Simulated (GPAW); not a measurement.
# Ballistic transport through an Al chain with one Cu atom in line, from relaxation to T(E), part 2 of 2

How well does an Al chain with one Cu atom in line conduct once its atoms have relaxed, and how much do cheaper levels lose?

GPAW 26.7.0; GPAW LCAO, PAW setups; relaxation of the junction within the symmetry of its start, lead ends held (the session's first sound run).

So far, transmission at the Fermi level (one spin): step 3 (GPAW, dzp) 0.731; step 4 (basis szp(dzp)) 0.718; step 5 (basis sz(dzp)) 0.769. Also open channels of the lead at the Fermi level (one spin): step 3 2; step 4 2.

## Step 6: revPBE in the dzp basis: xc = "revPBE"

Back in the dzp basis, the functional changes from PBE to revPBE, to set the spread between functionals beside that between bases.

Input file run.py:

```python
import json
import numpy as np
from ase import Atoms
from ase.transport.calculators import TransportCalculator
from gpaw import GPAW, FermiDirac
from gpaw.lcao.tools import get_lcao_hamiltonian
from scipy.linalg import eigh

# The junction with lead layers at both ends, along the third cell vector
device = Atoms(
    ['Al', 'Al', 'Al', 'Al', 'Al', 'Al', 'Al', 'Cu', 'Al', 'Al', 'Al', 'Al', 'Al', 'Al', 'Al'],
    positions=[
        [4.50000, 4.50000, 1.20000],
        [4.50000, 4.50000, 3.60000],
        [4.50000, 4.50000, 6.00000],
        [4.50000, 4.50000, 8.40000],
        [4.50000, 4.50000, 10.80000],
        [4.50000, 4.50000, 13.20000],
        [4.50000, 4.50000, 15.64339],
        [4.50000, 4.50000, 17.92390],
        [4.50000, 4.50000, 20.20441],
        [4.50000, 4.50000, 22.64780],
        [4.50000, 4.50000, 25.04780],
        [4.50000, 4.50000, 27.44780],
        [4.50000, 4.50000, 29.84780],
        [4.50000, 4.50000, 32.24780],
        [4.50000, 4.50000, 34.64780]],
    cell=[[9.0, 0.0, 0.0], [0.0, 9.0, 0.0], [0.0, 0.0, 35.8478]],
    pbc=True)

# One principal layer of the lead: the first 4 atoms of the device
lead = Atoms(
    ['Al', 'Al', 'Al', 'Al'],
    positions=[
        [4.50000, 4.50000, 1.20000],
        [4.50000, 4.50000, 3.60000],
        [4.50000, 4.50000, 6.00000],
        [4.50000, 4.50000, 8.40000]],
    cell=[[9.0, 0.0, 0.0], [0.0, 9.0, 0.0], [0.0, 0.0, 9.6]],
    pbc=True)

settings = dict(mode='lcao', basis='dzp', xc='revPBE', h=0.2,
                occupations=FermiDirac(0.1), maxiter=250,
                mixer=dict(beta=0.1, nmaxold=8, weight=100.0),
                convergence=dict(density=0.0001))
energies = np.arange(-2, 2 + 1e-9, 0.025)
eta = 0.0001
n1, n2 = 1, 1
# k and -k transmit alike, so half of the mesh across the current serves
mesh = [(i, j) for i in range(n1) for j in range(n2) if (i, j) <= (-i % n1, -j % n2)]
weights = np.array([1 if (i, j) == (-i % n1, -j % n2) else 2 for i, j in mesh]) / (n1 * n2)


def ground_state(atoms, size, txt):
    atoms.calc = GPAW(kpts={'size': size, 'gamma': True}, symmetry={'tolerance': 1e-3}, txt=txt, **settings)
    atoms.get_potential_energy()
    return atoms.calc.get_fermi_level()


def blocks(atoms, fermi, points, nz, cells):
    """H - E_F S and S between cell 0 and the cells above it, at each point across the current."""
    kz = np.arange(nz) / nz
    calc = atoms.calc.fixed_density(kpts=[(*k, z) for k in points for z in kz], symmetry='off', txt=None)
    H, S = get_lcao_hamiltonian(calc)
    H = (H - fermi * S).reshape(len(H), len(points), nz, *S.shape[1:])
    S = S.reshape(H.shape[1:])
    phases = [np.exp(-2j * np.pi * kz * R) / nz for R in cells]
    return [(np.einsum('skzij,z->ksij', H, p), np.einsum('kzij,z->kij', S, p)) for p in phases]


def pair(a, b):
    return np.block([[a, b], [b.T.conj(), a]])


def count_channels(h, s, cells, nk=240):
    """Half the number of times that the lead's bands cross each energy, unfolded to its shortest repeat."""
    b = len(h) // cells
    bands = []
    for k in (np.arange(nk + 1) + 0.5) / nk:
        hk, sk = h[:b, :b].copy(), s[:b, :b].copy()
        for R in range(1, cells):
            phase, block = np.exp(2j * np.pi * k * R), slice(R * b, (R + 1) * b)
            hk += h[:b, block] * phase + (h[:b, block] * phase).T.conj()
            sk += s[:b, block] * phase + (s[:b, block] * phase).T.conj()
        w, u = eigh(sk)
        x = u[:, w > 1e-5] / w[w > 1e-5]**0.5  # drop near-dependent combinations
        bands.append(np.r_[eigh(x.T.conj() @ hk @ x, eigvals_only=True), [1e9] * (w <= 1e-5).sum()])
    below = np.array(bands)[:, :, None] < energies
    return (below[1:] != below[:-1]).sum((0, 1)) / 2


fermi_lead = ground_state(lead, (1, 1, 12), 'lead.txt')
fermi_device = ground_state(device, (1, 1, 2), 'device.txt')
T, channels, eigen, tail, misfit, shifts = [], [], [], 0.0, 0.0, []
for first in range(0, len(mesh), 493):
    points = [(i / n1, j / n2) for i, j in mesh[first:first + 493]]
    (H0k, S0k), (H1k, S1k), (H2k, _) = blocks(lead, fermi_lead, points, 5, range(3))
    [(Hk, Sk)] = blocks(device, fermi_device, points, 2, [0])
    tail = max(tail, abs(H2k).max())
    for H0, S0, H1, S1, H, S in zip(H0k, S0k, H1k, S1k, Hk, Sk):
        n = len(S0)
        # Shift the lead onto the potential of the device's first layer
        shift = ((H[:, 0, 0] - H0[:, 0, 0]) / S0[0, 0]).real.mean()
        shifts.append(shift)
        misfit = max(misfit, abs(H[:, :n, :n] - H0 - shift * S0).max())
        Tk, Ck, Ek = [], [], []
        for s in range(len(H)):
            t = s % len(H0)  # a lead without moments serves both spins
            h1, s1 = pair(H0[t] + shift * S0, H1[t] + shift * S1), pair(S0, S1)
            leads = dict(h1=h1, s1=s1, energies=energies, eta=eta, eta1=eta, eta2=eta)
            calc = TransportCalculator(h=H[s], s=S, eigenchannels=3, **leads)
            Tk.append(calc.get_transmission())
            Ek.append(np.sort(calc.eigenchannels_ne, axis=0)[::-1])
            Ck.append(count_channels(h1, s1, 8))
        T.append(Tk)
        channels.append(Ck)
        eigen.append(Ek)
T, channels = np.array(T), np.array(channels)
mean, open_channels = np.einsum('kse,k->se', T, weights), np.einsum('kse,k->se', channels, weights)

print(f'basis functions: device {len(S)}, principal layer {n}')
print(f'Fermi level: lead {fermi_lead:.4f} eV, device {fermi_device:.4f} eV; lead shifted by {np.mean(shifts):.4f} eV')
print(f'largest coupling past the next layer {tail:.2e} eV, largest misfit of the first layer {misfit:.3f} eV')
print('  E-E_F (eV)   ' + 'T (one spin)  channels')
for e, t, c in zip(energies, mean.T, open_channels.T):
    print(f'{e:10.3f}  ', *[f'{x:11.4e}' for x in t], *[f'{x:9.4f}' for x in c])

kT = 8.617333e-5 * 300
fine = np.linspace(energies[0], energies[-1], 4001)
both = np.exp(np.interp(fine, energies, np.log(np.maximum(mean.sum(0) * 2 / len(mean), 1e-30))))
fermi = lambda mu: 1 / (1 + np.exp(np.clip((fine - mu) / kT, -200, 200)))
slope = fermi(0) * (1 - fermi(0)) / kT
G = np.trapezoid(both * slope, fine) / 2
seebeck = -np.trapezoid(both * slope * fine, fine) / (2 * G * 300) * 1e6
print(f'conductance at 300 K: {G:.5g} G0 a cell; thermopower {seebeck:.4g} uV/K')
bias = [0.1, 0.2, 0.5, 1.0, 1.5, 2.0]
current = [38.74 * np.trapezoid(both * (fermi(V / 2) - fermi(-V / 2)), fine) for V in bias]
for V, I in zip(bias, current):
    print(f'current from the zero-bias T(E) at {V} V: {I:.5g} uA')
zero = abs(energies).argmin()
json.dump(dict(energies=energies.tolist(), T=mean.tolist(), channels=open_channels.tolist(), G=G, seebeck=seebeck,
               bias=bias, current=current, tail=tail, misfit=misfit, shift=np.mean(shifts), n_device=len(S), n_lead=n,
               fermi=[fermi_lead, fermi_device], energy=device.get_potential_energy(),
               moments=device.get_magnetic_moments().tolist(), mesh=mesh, weights=weights.tolist(),
               T_k=T[:, :, zero].tolist(), eigen=np.array(eigen[0]).tolist()), open('result.json', 'w'))
```

Launch:

```console
OMP_NUM_THREADS=1 OPENBLAS_NUM_THREADS=1 python run.py
```

The job ended after 80 s (1 thread of Intel Xeon Platinum 8375C at 2.90GHz (Ice Lake), shared host; peak memory 1.2 GiB).

This step gave:

```yaml
conductance: 0.7022 G₀
thermopower: -9.900 μV/K
largest_coupling_past_the_next_principal_layer: 1.20e-15 eV
largest_misfit_of_the_first_principal_layer: 0.01531 eV
shift_that_aligns_the_lead: 0.004178 eV
basis_functions_of_the_junction: 197
basis_functions_of_a_principal_layer: 52
transmission_at_the_fermi_level_one_spin: 0.7146
```

One spin. The transmission, zone mean by energy, zero at the Fermi level:

| energy (eV) | transmission, zone mean |
| --- | --- |
| -2.000 | 0.0118 |
| -1.900 | 0.221 |
| -1.800 | 0.554 |
| -1.700 | 0.829 |
| -1.600 | 0.977 |
| -1.550 | 0.998 |
| -1.500 | 0.977 |
| -1.400 | 0.756 |
| -1.300 | 0.0552 |
| -1.200 | 1.2e-8 |
| -1.100 | 2.9e-9 |
| -1.000 | 2.6e-9 |
| -0.900 | 6.3e-8 |
| -0.800 | 8.1e-10 |
| -0.700 | 9.8e-11 |
| -0.600 | 2.8e-11 |
| -0.500 | 1.2e-11 |
| -0.400 | 1.6e-8 |
| -0.300 | 0.107 |
| -0.200 | 0.326 |
| -0.100 | 0.566 |
| 0.000 | 0.715 |
| 0.100 | 0.757 |
| 0.200 | 0.742 |
| 0.300 | 0.717 |
| 0.400 | 0.705 |
| 0.500 | 0.711 |
| 0.600 | 0.734 |
| 0.700 | 0.767 |
| 0.800 | 0.806 |
| 0.900 | 0.844 |
| 1.000 | 0.896 |
| 1.100 | 1.03 |
| 1.200 | 1.15 |
| 1.300 | 1.25 |
| 1.400 | 1.35 |
| 1.500 | 1.43 |
| 1.600 | 1.51 |
| 1.700 | 1.57 |
| 1.800 | 1.63 |
| 1.900 | 1.67 |
| 2.000 | 1.71 |

The conductance, 0.702 G₀, lies 2.3 % below that of the dzp run.

## Step 7: The structure as built: geometry = "as built"

The dzp basis with PBE on the structure as first built shows what the relaxation was worth.

run.py: that of step 6 with these lines changed.

```diff
@@ -18,5 +18,5 @@
         [4.50000, 4.50000, 13.20000],
-        [4.50000, 4.50000, 15.64339],
+        [4.50000, 4.50000, 15.60000],
         [4.50000, 4.50000, 17.92390],
-        [4.50000, 4.50000, 20.20441],
+        [4.50000, 4.50000, 20.24780],
         [4.50000, 4.50000, 22.64780],
@@ -41,3 +41,3 @@
 
-settings = dict(mode='lcao', basis='dzp', xc='revPBE', h=0.2,
+settings = dict(mode='lcao', basis='dzp', xc='PBE', h=0.2,
                 occupations=FermiDirac(0.1), maxiter=250,
```

Elapsed: 81 s, on 1 thread; peak memory 1.2 GiB.

This step gave:

```
conductance                                    : 0.6215 G₀
thermopower                                    : -8.201 μV/K
largest coupling past the next principal layer : 1.49e-15 eV
largest misfit of the first principal layer    : 0.01469 eV
shift that aligns the lead                     : 0.004930 eV
transmission at the Fermi level (one spin)     : 0.6334
```

The conductance, 0.621 G₀, lies 14 % below that of the dzp run.

## Step 8: The ladder

Times are for 1 thread of Intel Xeon Platinum 8375C at 2.90GHz (Ice Lake), shared host. The runs compared:

| no. | run | conductance (G₀) | time | memory (GiB) |
| --- | --- | --- | --- | --- |
| 1 | dzp | 0.7191 | 88 s | 1.2 |
| 2 | szp | 0.7059 | 73 s | 1.1 |
| 3 | sz | 0.7578 | 56 s | 1.0 |
| 4 | dzp revPBE | 0.7022 | 80 s | 1.2 |
| 5 | asbuilt | 0.6215 | 81 s | 1.2 |

## Step 9: The levels side by side

The curves are compared point by point over the common energies.

This step: comparison of transmission and cost over codes, levels and geometry (GPAW 26.7.0).

Ladder, by row:

| step | code | T at the Fermi level (sum over the listed spins) | conductance (G0) | r.m.s. T(E) from the first | wall time (s) | peak memory (GiB) | threads |
| --- | --- | --- | --- | --- | --- | --- | --- |
| dzp | GPAW | 0.7314 | 0.7191 | 0 | 87.73 | 1.17 | 1 |
| szp | GPAW | 0.7182 | 0.7059 | 0.1143 | 73.39 | 1.15 | 1 |
| sz | GPAW | 0.7691 | 0.7578 | 0.3332 | 56.36 | 1.04 | 1 |
| dzp-revPBE | GPAW | 0.7146 | 0.7022 | 0.03803 | 80.42 | 1.17 | 1 |
| asbuilt | GPAW | 0.6334 | 0.6215 | 0.1907 | 81.4 | 1.17 | 1 |

Table of transmission, zone mean, sum over the listed spins by energy, zero at the Fermi level:

| energy (eV) | dzp | szp | sz | dzp-revPBE | asbuilt |
| --- | --- | --- | --- | --- | --- |
| -2.000 | 0.0447 | 0.213 | 0.284 | 0.0118 | 0.135 |
| -1.800 | 0.641 | 0.721 | 0.973 | 0.554 | 0.175 |
| -1.775 | 0.712 | 0.773 | 0.995 | 0.633 | 0.265 |
| -1.600 | 0.990 | 0.996 | 6.0e-9 | 0.977 | 0.883 |
| -1.575 | 0.998 | 0.997 | 3.7e-9 | 0.993 | 0.933 |
| -1.550 | 0.997 | 0.985 | 2.5e-9 | 0.998 | 0.969 |
| -1.400 | 0.737 | 0.265 | 7.8e-10 | 0.756 | 0.841 |
| -1.200 | 1.3e-8 | 3.9e-9 | 2.1e-6 | 1.2e-8 | 1.3e-8 |
| -1.000 | 3.3e-9 | 2.1e-8 | 4.7e-11 | 2.6e-9 | 2.1e-9 |
| -0.800 | 7.9e-10 | 1.4e-10 | 6.5e-12 | 8.1e-10 | 1.9e-9 |
| -0.600 | 3.1e-11 | 1.4e-11 | 2.3e-12 | 2.8e-11 | 3.9e-11 |
| -0.400 | 1.8e-8 | 4.2e-11 | 0.0126 | 1.6e-8 | 1.2e-8 |
| -0.200 | 0.336 | 0.322 | 0.420 | 0.326 | 0.298 |
| 0.000 | 0.731 | 0.718 | 0.769 | 0.715 | 0.633 |
| 0.200 | 0.764 | 0.729 | 0.749 | 0.742 | 0.619 |
| 0.400 | 0.725 | 0.670 | 0.662 | 0.705 | 0.551 |
| 0.600 | 0.753 | 0.680 | 0.633 | 0.734 | 0.551 |
| 0.800 | 0.825 | 0.769 | 0.768 | 0.806 | 0.599 |
| 1.000 | 0.975 | 0.984 | 0.922 | 0.896 | 0.722 |
| 1.200 | 1.21 | 1.16 | 1.05 | 1.15 | 0.935 |
| 1.400 | 1.40 | 1.30 | 1.14 | 1.35 | 1.13 |
| 1.600 | 1.56 | 1.41 | 1.21 | 1.51 | 1.30 |
| 1.800 | 1.67 | 1.49 | 1.26 | 1.63 | 1.44 |
| 2.000 | 1.74 | 1.54 | 1.28 | 1.71 | 1.56 |

## Step 10: Other settings

One more run, with changed settings.

This step: GPAW LCAO, PAW setups; Landauer transmission from Green's functions with principal layers (ASE), zero bias (GPAW 26.7.0).

run.py: that of step 7 with these lines changed.

```diff
@@ -18,5 +18,5 @@
         [4.50000, 4.50000, 13.20000],
-        [4.50000, 4.50000, 15.60000],
+        [4.50000, 4.50000, 15.64339],
         [4.50000, 4.50000, 17.92390],
-        [4.50000, 4.50000, 20.24780],
+        [4.50000, 4.50000, 20.20441],
         [4.50000, 4.50000, 22.64780],
@@ -30,11 +30,9 @@
 
-# One principal layer of the lead: the first 4 atoms of the device
+# One principal layer of the lead: the first 2 atoms of the device
 lead = Atoms(
-    ['Al', 'Al', 'Al', 'Al'],
+    ['Al', 'Al'],
     positions=[
         [4.50000, 4.50000, 1.20000],
-        [4.50000, 4.50000, 3.60000],
-        [4.50000, 4.50000, 6.00000],
-        [4.50000, 4.50000, 8.40000]],
-    cell=[[9.0, 0.0, 0.0], [0.0, 9.0, 0.0], [0.0, 0.0, 9.6]],
+        [4.50000, 4.50000, 3.60000]],
+    cell=[[9.0, 0.0, 0.0], [0.0, 9.0, 0.0], [0.0, 0.0, 4.8]],
     pbc=True)
@@ -42,3 +40,3 @@
 settings = dict(mode='lcao', basis='dzp', xc='PBE', h=0.2,
-                occupations=FermiDirac(0.1), maxiter=250,
+                occupations=FermiDirac(0.1), maxiter=100,
                 mixer=dict(beta=0.1, nmaxold=8, weight=100.0),
@@ -113,3 +111,3 @@
             Ek.append(np.sort(calc.eigenchannels_ne, axis=0)[::-1])
-            Ck.append(count_channels(h1, s1, 8))
+            Ck.append(count_channels(h1, s1, 4))
         T.append(Tk)
```

The job ended after 80 s (1 thread; peak memory 1.1 GiB).

The run finished. A setting was moved off its sound value on purpose, so it serves as a test and not as the result.

The fault put into the input: a principal layer shorter than the orbitals' reach (n_lead = 2 and period = 4.8).

The two runs compared:

| quantity | this run | sound run | difference |
| --- | --- | --- | --- |
| conductance (G₀) | 0.72317 | 0.71907 | 0.00410 |
| thermopower (μV/K) | -10.154 | -9.9532 | -0.201 |
| largest coupling past the next principal layer (eV) | 0.087053 | 1.490e-15 | 0.0871 |
| largest misfit of the first principal layer (eV) | 0.0080325 | 0.016251 | -0.00822 |
| shift that aligns the lead (eV) | 0.0032274 | 0.0040510 | -8.2e-4 |
| basis functions of a principal layer | 26 | 52 | -26 |
| transmission at the Fermi level (one spin) | 0.73632 | 0.73140 | 0.00492 |

One result that differs is the largest coupling past the next principal layer, 0.0871 eV against 1.5e-15 eV.

## Step 11: Summary of results

| Item | Value |
| --- | --- |
| conductance | 0.719 G₀ |
| transmission at the Fermi level, mean of the spins | 0.731 |
| thermopower | -9.95 μV/K |
| open channels of the lead there | 2 |

What this shows: In the dzp basis the junction conducts 0.719 G₀ at 300 K, with T = 0.731 a spin at the Fermi level; the sz basis reaches that conductance within 10 %. Relaxation moved atoms by up to 0.043 Å and took the conductance from 0.621 to 0.719 G₀, as a ratio a larger change than the step from dzp to the minimal basis. The scatterer reflects about 63 % of the incoming channels at the Fermi level. At the Fermi level two eigenchannels carry the current (0.37 and 0.37). The negative thermopower says that the thermally weighted transmission is larger above the Fermi level, as for electron-like transport. Measured against the first run (dzp), the nearest curve is that of dzp-revPBE (r.m.s. 0.038) and the farthest that of sz (0.33). Over the compared runs wall time goes from 56 s (sz) to 88 s (dzp), on a shared host. The leads kept an estimated spacing and the cell its length, so the junction may be under some tension or compression. The geometry comes from the orbital basis, which tends to overbind, and kept the symmetry of the start, so a structure of lower symmetry may lie lower. The run had no spin polarisation, so a magnetic state, which chains and small molecules with open shells often have, wasn't tested. An evenly spaced straight chain is an idealisation: free chains tend to dimerise, zigzag or, where a band edge lies near the Fermi level, turn magnetic. The currents use the zero-bias T(E) throughout, which holds only while the bias is small against the distance to the nearest feature.

[Logs are printed without paths, hosts, clocks, repeated set-up lines and the standing remarks that a program may print on its own settings, such as how far it seeks lower states.]

[Hosts, paths, dates, database ids (printed as entryN), source tags and the programs' standing remarks are cut or masked in the printed files.]
